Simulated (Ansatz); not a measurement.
# Direct or indirect: GaN (P6_3mc)

```
Ga N
1.0
     3.18000    0.00000    0.00000
    -1.59000    2.75396    0.00000
     0.00000    0.00000    5.16600
Ga N
2 2
Direct
  0.66667 0.33333 0.50000
  0.33333 0.66667 0.00000
  0.66667 0.33333 0.87500
  0.33333 0.66667 0.37500
```

Method: Ansatz, PBE, independent particles, without spin-orbit coupling, line width 0.15 eV (Gaussian). The band structure gives a fundamental gap of 1.96 eV. The spectrum of vertical transitions near the edge:

```json
{"E (eV)": "1.50", "Im ε, E ∥ xy": "0.00", "Im ε, E ∥ z": "0.00"}
{"E (eV)": "1.62", "Im ε, E ∥ xy": "0.00", "Im ε, E ∥ z": "0.00"}
{"E (eV)": "1.74", "Im ε, E ∥ xy": "0.01", "Im ε, E ∥ z": "0.00"}
{"E (eV)": "1.86", "Im ε, E ∥ xy": "0.06", "Im ε, E ∥ z": "0.03"}
{"E (eV)": "1.98", "Im ε, E ∥ xy": "0.28", "Im ε, E ∥ z": "0.16"}
{"E (eV)": "2.10", "Im ε, E ∥ xy": "0.58", "Im ε, E ∥ z": "0.46"}
{"E (eV)": "2.22", "Im ε, E ∥ xy": "0.81", "Im ε, E ∥ z": "0.76"}
{"E (eV)": "2.34", "Im ε, E ∥ xy": "0.95", "Im ε, E ∥ z": "0.95"}
{"E (eV)": "2.46", "Im ε, E ∥ xy": "1.05", "Im ε, E ∥ z": "1.08"}
{"E (eV)": "2.58", "Im ε, E ∥ xy": "1.12", "Im ε, E ∥ z": "1.18"}
{"E (eV)": "2.70", "Im ε, E ∥ xy": "1.18", "Im ε, E ∥ z": "1.25"}
{"E (eV)": "2.82", "Im ε, E ∥ xy": "1.23", "Im ε, E ∥ z": "1.32"}
{"E (eV)": "2.94", "Im ε, E ∥ xy": "1.27", "Im ε, E ∥ z": "1.37"}
{"E (eV)": "3.06", "Im ε, E ∥ xy": "1.30", "Im ε, E ∥ z": "1.42"}
{"E (eV)": "3.18", "Im ε, E ∥ xy": "1.33", "Im ε, E ∥ z": "1.47"}
```

Is the gap direct or indirect, and about where do vertical transitions set in?

Direct: the band path has its least direct gap at the fundamental one, 1.96 eV, and the curves rise from there. Lines are broadened by 0.15 eV, which spreads the edge.

[Logs are printed without paths, hosts, clocks, repeated set-up lines and the standing remarks that a program may print on its own settings, such as how far it seeks lower states.]
